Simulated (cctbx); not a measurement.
# What is wrong with this refinement?

Cell a = 8.9090 Å, b = 8.9090 Å, c = 9.9670 Å, α = 90.00°, β = 90.00°, γ = 120.00°; space group R-3c (no. 167).

The data are simulated with cctbx, not measured: Cu Kα, λ = 1.54184 Å, to d = 0.83 Å, 50 % of the full sphere, strongest reflection 20000 counts, noise from counting, a 4 % proportional error and a noise floor of 8 counts (s.d.); no absorption.

An isotropic refinement with weights 1/σ² prints:

```text
Rint 0.035, 141 unique reflections to 0.83 A
cycle     R1     wR2    GooF  max shift (A)
   1  0.2637  0.5982  21.427   0.36601
  12  0.0139  0.0362   1.298   0.00188
final R1 0.0136 wR2 0.0333 GooF 1.192  parameters 12  data/parameter 11.8
atom        x        y        z      Ueq    occ   su(xyz)  su(Uiso or U11)
Zn1    0.66667  0.97216  0.58333   0.0060  1.000  0.00005  0.0002
Ni1    0.00000  0.00000  0.25000   0.0054  1.000  0.00000  0.0003
Mn1    0.00000  0.00000  0.00000   0.0059  1.000  0.00000  0.0003
O1     0.15600  0.51880  0.55594   0.0073  1.000  0.00023  0.0004
O2     0.11517  0.21910 -0.11444   1.0000  1.000  0.01223  0.0597
difference map: max 0.34 min -0.48 rms 0.11
Q1    0.1036  0.2250  0.1665   36    0.35  1.29 A from O1
Q2    0.0363  0.1349  0.8682   36    0.34  0.46 A from O1
Q3    0.0000  0.4357  0.7500   18    0.31  0.66 A from Zn1
Q4    0.0000  0.3769  0.2500   18    0.29  1.47 A from O1
Q5    0.0100  0.2447  0.0470   36    0.27  0.81 A from Zn1
Q6    0.0000  0.0000  0.2500    6    0.27  0.00 A from Ni1
```

**Question.** Can this result stand? If not, what is the likely fault?

Mend it. The fault: spurious atom: O2. Against the right model at the same level, R1 goes from 0.0131 to 0.0136 and GooF from 1.07 to 1.19 and O2 takes U = the program's ceiling. A site with no density behind it hides by a very large U or drifts.

The compound is MnZn3NiO6. The right model at the same level gives:

```text
Rint 0.035, 141 unique reflections to 0.83 A
cycle     R1     wR2    GooF  max shift (A)
   1  0.1232  0.2986  10.533   0.03529
   2  0.0131  0.0302   1.067   0.00000
final R1 0.0131 wR2 0.0302 GooF 1.067  parameters 8  data/parameter 17.6
atom        x        y        z      Ueq    occ   su(xyz)  su(Uiso or U11)
Zn1    0.66667  0.97216  0.58333   0.0061  1.000  0.00005  0.0002
Ni1    0.00000  0.00000  0.25000   0.0055  1.000  0.00000  0.0002
Mn1    0.00000  0.00000  0.00000   0.0060  1.000  0.00000  0.0002
O1     0.15589  0.51896  0.55595   0.0072  1.000  0.00020  0.0004
difference map: max 0.36 min -0.52 rms 0.11
Q1    0.0375  0.1337  0.8658   36    0.38  0.49 A from O1
Q2    0.1008  0.2210  0.1679   36    0.32  1.29 A from O1
Q3    0.0293  0.1838  0.7886   36    0.25  1.00 A from O1
Q4    0.0052  0.2370  0.0493   36    0.24  0.85 A from Zn1
Q5    0.0506  0.5223  0.0661   36    0.24  0.99 A from O1
Q6    0.0452  0.1483  0.0813   36    0.24  1.22 A from O1
```

The model was made for the exercise: a known structure type with other elements put in, its volume estimated, not relaxed; displacement parameters are assumed.

[Middle refinement cycles are left out of these outputs.]

[Logs are printed without paths, hosts, clocks, repeated set-up lines and the standing remarks that a program may print on its own settings, such as how far it seeks lower states.]
